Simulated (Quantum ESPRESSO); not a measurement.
**Collinear magnetic orders of V3Pt with Quantum ESPRESSO**

Aim: find out which collinear order of V3Pt costs least.

Calculated with Quantum ESPRESSO 7.5; PBEsol; plane waves with GBRV 1.5 PBEsol potentials, no spin-orbit coupling.

Most raw output is cut from this account.

## 1. The starting structure

The structure is cubic, space group Pm-3m (No. 221). Conventional cell: a = 3.918 Å, b = 3.918 Å, c = 3.918 Å, α = 90.00°, β = 90.00°, γ = 90.00°. Nearest to V lie 4 Pt at 2.77 Å and 8 V at 2.77 Å. Nearest to Pt lie 12 V at 2.77 Å. Farther neighbours are not listed.

The cell comes from the Crystallography Open Database.

## 2. Run 1, typed as ferro ++++

The signs are those of the starting moments on the seeded atoms, the atoms that are given a moment.

ASE passes magmoms on as starting_magnetization. pw.x reads values of 1 or more as Bohr magnetons; where all are smaller, it reads them as fractions of the valence charge.

File pw.py:

```python
from ase import Atoms
from ase.calculators.espresso import Espresso, EspressoProfile

atoms = Atoms(['V', 'V', 'V', 'Pt'],
    cell=[[3.918, 0.0, 0.0],
         [0.0, 3.918, 0.0],
         [0.0, 0.0, 3.918]],
    scaled_positions=[[0.0, 0.5, 0.5],
         [0.5, 0.0, 0.5],
         [0.5, 0.5, 0.0],
         [0.0, 0.0, 0.0]],
    pbc=True,
    magmoms=[1.5, 1.5, 1.5, 0.6])
input_data = {
    'control': {'calculation': 'scf', 'prefix': 'pwscf', 'outdir': './tmp', 'disk_io': 'nowf', 'tprnfor': True, 'tstress': True},
    'system': {'ecutwfc': 40.0, 'ecutrho': 280.0, 'nbnd': 39, 'occupations': 'smearing', 'smearing': 'fd', 'degauss': 0.00999582, 'nspin': 2},
    'electrons': {'conv_thr': 8e-09, 'electron_maxstep': 150, 'mixing_beta': 0.3},
}
atoms.calc = Espresso(
    profile=EspressoProfile(command='mpirun -n 2 pw.x -nk 2', pseudo_dir='pseudo'),
    pseudopotentials={'V': 'v_pbesol_v1.4.uspp.F.UPF', 'Pt': 'pt_pbesol_v1.4.uspp.F.UPF'},
    input_data=input_data,
    kpts=(8, 8, 8),
    koffset=(0, 0, 0))
atoms.get_potential_energy()
energy = atoms.calc.results['free_energy']
print(f'free energy: {energy:.6f} eV')
print('site moments (muB):', atoms.get_magnetic_moments().round(3))
```

Run with:

```
OMP_NUM_THREADS=1 python3 pw.py > pw.log
```

Wall time 49 s (2 MPI ranks of AMD EPYC 7R43, shared host); peak memory 0.4 GiB.

Spin moment in the atom's sphere by atom:

| atom | spin moment in the atom's sphere (μB) |
| --- | --- |
| V1 | -0.0003 |
| V2 | -0.0003 |
| V3 | -0.0003 |
| Pt4 | 0.0000 |

Read from the output:

- smearing term TS: 0.4036 eV
- pressure: -18.97 GPa
- magnetization: 0 μB
- absolute magnetization: 0 μB
- final state: non-magnetic

## 3. Run 2, typed as antiferro q=(0,0,1/2) +−−++−−+

The cell is doubled to 8 atoms to hold this order. The wavevector q is in fractions of the reciprocal vectors of the crystal's primitive cell, as the cells of these inputs are built from it; moments change sign between cells as cos(2π q·R).

File pw.py:

```python
from ase import Atoms
from ase.calculators.espresso import Espresso, EspressoProfile

atoms = Atoms(['V', 'V', 'V', 'V', 'V', 'V', 'Pt', 'Pt'],
    cell=[[3.918, 0.0, 0.0],
         [0.0, 3.918, 0.0],
         [0.0, 0.0, 7.836]],
    scaled_positions=[[0.0, 0.5, 0.25],
         [0.0, 0.5, 0.75],
         [0.5, 0.0, 0.25],
         [0.5, 0.0, 0.75],
         [0.5, 0.5, 0.0],
         [0.5, 0.5, 0.5],
         [0.0, 0.0, 0.0],
         [0.0, 0.0, 0.5]],
    pbc=True,
    magmoms=[1.5, -1.5, -1.5, 1.5, 1.5, -1.5, -0.6, 0.6])
input_data = {
    'control': {'calculation': 'scf', 'prefix': 'pwscf', 'outdir': './tmp', 'disk_io': 'nowf', 'tprnfor': True, 'tstress': True},
    'system': {'ecutwfc': 40.0, 'ecutrho': 280.0, 'nbnd': 69, 'occupations': 'smearing', 'smearing': 'fd', 'degauss': 0.00999582, 'nspin': 2},
    'electrons': {'conv_thr': 1.6e-08, 'electron_maxstep': 150, 'mixing_beta': 0.3},
}
atoms.calc = Espresso(
    profile=EspressoProfile(command='mpirun -n 2 pw.x -nk 2', pseudo_dir='pseudo'),
    pseudopotentials={'V': 'v_pbesol_v1.4.uspp.F.UPF', 'Pt': 'pt_pbesol_v1.4.uspp.F.UPF'},
    input_data=input_data,
    kpts=(8, 8, 4),
    koffset=(0, 0, 0))
atoms.get_potential_energy()
energy = atoms.calc.results['free_energy']
print(f'free energy: {energy:.6f} eV')
print('site moments (muB):', atoms.get_magnetic_moments().round(3))
```

File espresso.pwi:

```
&CONTROL
   calculation      = 'scf'
   tstress          = .true.
   tprnfor          = .true.
   outdir           = './tmp'
   prefix           = 'pwscf'
   disk_io          = 'nowf'
   pseudo_dir       = 'pseudo'
/
&SYSTEM
   nbnd             = 69
   ecutwfc          = 40.0
   ecutrho          = 280.0
   occupations      = 'smearing'
   degauss          = 0.00999582
   smearing         = 'fd'
   nspin            = 2
   starting_magnetization(1) = 1.5
   starting_magnetization(2) = -1.5
   starting_magnetization(3) = -0.6
   starting_magnetization(4) = 0.6
   ntyp             = 4
   nat              = 8
   ibrav            = 0
/
&ELECTRONS
   electron_maxstep = 150
   conv_thr         = 1.6e-08
   mixing_beta      = 0.3
/
&IONS
/
&CELL
/
&FCP
/
&RISM
/
ATOMIC_SPECIES
V  50.9415 v_pbesol_v1.4.uspp.F.UPF
V1 50.9415 v_pbesol_v1.4.uspp.F.UPF
Pt  195.084 pt_pbesol_v1.4.uspp.F.UPF
Pt1 195.084 pt_pbesol_v1.4.uspp.F.UPF

K_POINTS automatic
8 8 4  0 0 0

CELL_PARAMETERS angstrom
3.91800000000000 0.00000000000000 0.00000000000000
0.00000000000000 3.91800000000000 0.00000000000000
0.00000000000000 0.00000000000000 7.83600000000000

ATOMIC_POSITIONS angstrom
V  0.0000000000 1.9590000000 1.9590000000  
V1 0.0000000000 1.9590000000 5.8770000000  
V1 1.9590000000 0.0000000000 1.9590000000  
V  1.9590000000 0.0000000000 5.8770000000  
V  1.9590000000 1.9590000000 0.0000000000  
V1 1.9590000000 1.9590000000 3.9180000000  
Pt  0.0000000000 0.0000000000 0.0000000000  
Pt1 0.0000000000 0.0000000000 3.9180000000
```

Run with:

```
OMP_NUM_THREADS=1 python3 pw.py > pw.log
```

Elapsed: 10 min, on 2 MPI ranks; peak memory 0.83 GiB; 20 min of CPU time.

Spin moment in the atom's sphere by atom:

| atom | spin moment in the atom's sphere (μB) |
| --- | --- |
| V1 | 0.0007 |
| V2 | -0.0010 |
| V3 | -0.0010 |
| V4 | 0.0007 |
| V5 | -0.0025 |
| V6 | 0.0031 |
| Pt7 | -0.0001 |
| Pt8 | 0.0001 |

This step gave:

| Quantity | Value |
| --- | --- |
| smearing term TS | 0.8073 eV |
| pressure | -18.96 GPa |
| magnetization | 0 μB |
| absolute magnetization | 0.01 μB |
| final state | non-magnetic |

## 4. Run 3, typed as antiferro q=(0,0,1/2) +−+−+−+−

This order needs a doubled cell of 8 atoms.

Changes to pw.py since step 3:

```diff
@@ -16,3 +16,3 @@
     pbc=True,
-    magmoms=[1.5, -1.5, -1.5, 1.5, 1.5, -1.5, -0.6, 0.6])
+    magmoms=[1.5, -1.5, 1.5, -1.5, 1.5, -1.5, 0.6, -0.6])
 input_data = {
```

Run with:

```
OMP_NUM_THREADS=1 python3 pw.py > pw.log
```

The job ended after 10 min (2 MPI ranks; peak memory 0.82 GiB).

Spin moment in the atom's sphere by atom:

| atom | spin moment in the atom's sphere (μB) |
| --- | --- |
| V1 | 0.0013 |
| V2 | -0.0011 |
| V3 | 0.0013 |
| V4 | -0.0011 |
| V5 | -0.0004 |
| V6 | -0.0005 |
| Pt7 | 0.0000 |
| Pt8 | 0.0000 |

Numbers from this step:

* smearing term TS: 0.8073 eV
* pressure: -18.95 GPa
* magnetization: 0 μB
* absolute magnetization: 0.006 μB
* final state: non-magnetic

## 5. Run 4, typed as antiferro q=(0,0,1/2) +−+−+−−+

This order needs a doubled cell of 8 atoms.

Changes to pw.py since step 4:

```diff
@@ -16,3 +16,3 @@
     pbc=True,
-    magmoms=[1.5, -1.5, 1.5, -1.5, 1.5, -1.5, 0.6, -0.6])
+    magmoms=[1.5, -1.5, 1.5, -1.5, 1.5, -1.5, -0.6, 0.6])
 input_data = {
```

Run with:

```
OMP_NUM_THREADS=1 python3 pw.py > pw.log
```

It took 11 min on 2 MPI ranks; peak memory 0.82 GiB; 23 min of CPU time.

Numbers from this step:

```
smearing term TS       : 0.8073 eV
pressure               : -18.95 GPa
magnetization          : 0 μB
absolute magnetization : 0 μB
final state            : non-magnetic
largest moment         : 0 μB
```

## 6. Run 5 (no spin polarisation)

File pw.py:

```python
from ase import Atoms
from ase.calculators.espresso import Espresso, EspressoProfile

atoms = Atoms(['V', 'V', 'V', 'Pt'],
    cell=[[3.918, 0.0, 0.0],
         [0.0, 3.918, 0.0],
         [0.0, 0.0, 3.918]],
    scaled_positions=[[0.0, 0.5, 0.5],
         [0.5, 0.0, 0.5],
         [0.5, 0.5, 0.0],
         [0.0, 0.0, 0.0]],
    pbc=True)
input_data = {
    'control': {'calculation': 'scf', 'prefix': 'pwscf', 'outdir': './tmp', 'disk_io': 'nowf', 'tprnfor': True, 'tstress': True},
    'system': {'ecutwfc': 40.0, 'ecutrho': 280.0, 'nbnd': 37, 'occupations': 'smearing', 'smearing': 'fd', 'degauss': 0.00999582},
    'electrons': {'conv_thr': 8e-09, 'electron_maxstep': 150, 'mixing_beta': 0.3},
}
atoms.calc = Espresso(
    profile=EspressoProfile(command='mpirun -n 2 pw.x -nk 2', pseudo_dir='pseudo'),
    pseudopotentials={'V': 'v_pbesol_v1.4.uspp.F.UPF', 'Pt': 'pt_pbesol_v1.4.uspp.F.UPF'},
    input_data=input_data,
    kpts=(8, 8, 8),
    koffset=(0, 0, 0))
atoms.get_potential_energy()
energy = atoms.calc.results['free_energy']
print(f'free energy: {energy:.6f} eV')
```

Run with:

```
OMP_NUM_THREADS=1 python3 pw.py > pw.log
```

The job ended after 27 s (2 MPI ranks; peak memory 0.35 GiB; 54 s of CPU time).

Numbers from this step:

```
smearing term TS : 0.4036 eV
pressure         : -18.94 GPa
final state      : non-magnetic (no spin polarisation)
```

## 7. Ranking

An order is kept where moments of 0.15 μB or more survive with the typed signs; meshes match where a doubled cell samples the same k points as the first cell.

Orders:

| start | final state | typed order kept | energy over the lowest (meV a seeded atom) | largest site moment (μB) | net moment (μB a cell of the first run) | mesh matched | CPU time (s) |
| --- | --- | --- | --- | --- | --- | --- | --- |
| ferro ++++ | non-magnetic | no | 0.01483 | 0 | 9.36e-4 | yes | 96.86 |
| antiferro q=(0,0,1/2) +--++--+ | non-magnetic | no | 0.0149 | 0.0031 | 0 | yes | 1204 |
| antiferro q=(0,0,1/2) +-+-+-+- | non-magnetic | no | 0.01486 | 0.001265 | 0 | yes | 1199 |
| antiferro q=(0,0,1/2) +-+-+--+ | non-magnetic | no | 0.01482 | 0 | 0 | yes | 1378 |
| no spin polarisation | non-magnetic | - | 0 | 0 | 0 | yes | 53.55 |

## 8. Outcome

| Property | Result |
| --- | --- |
| lowest state found | non-magnetic (from ferro ++++, antiferro q=(0,0,1/2) +--++--+, antiferro q=(0,0,1/2) +-+-+-+-, antiferro q=(0,0,1/2) +-+-+--+ and no spin polarisation) |
| largest site moment | 0 μB |

What this shows: The lowest state carries no moment, and no start kept one. Only these 5 starts were compared; other wavevectors, canted and longer-period orders were not. Energies are free energies at an electronic temperature of 1580 K, which lowers moments and differences where the moments are itinerant.

[Logs and program files are shortened in this print: banners, set-up blocks, solver, clock and traceback lines can be left out without a mark of their own.]

[Logs are printed without paths, hosts, clocks, repeated set-up lines and the standing remarks that a program may print on its own settings, such as how far it seeks lower states.]

[Hosts, paths, dates, database ids (printed as entryN), source tags and the programs' standing remarks are cut or masked in the printed files.]

[Where a cell is said to come from a database of computed structures, the database is the Materials Project.]
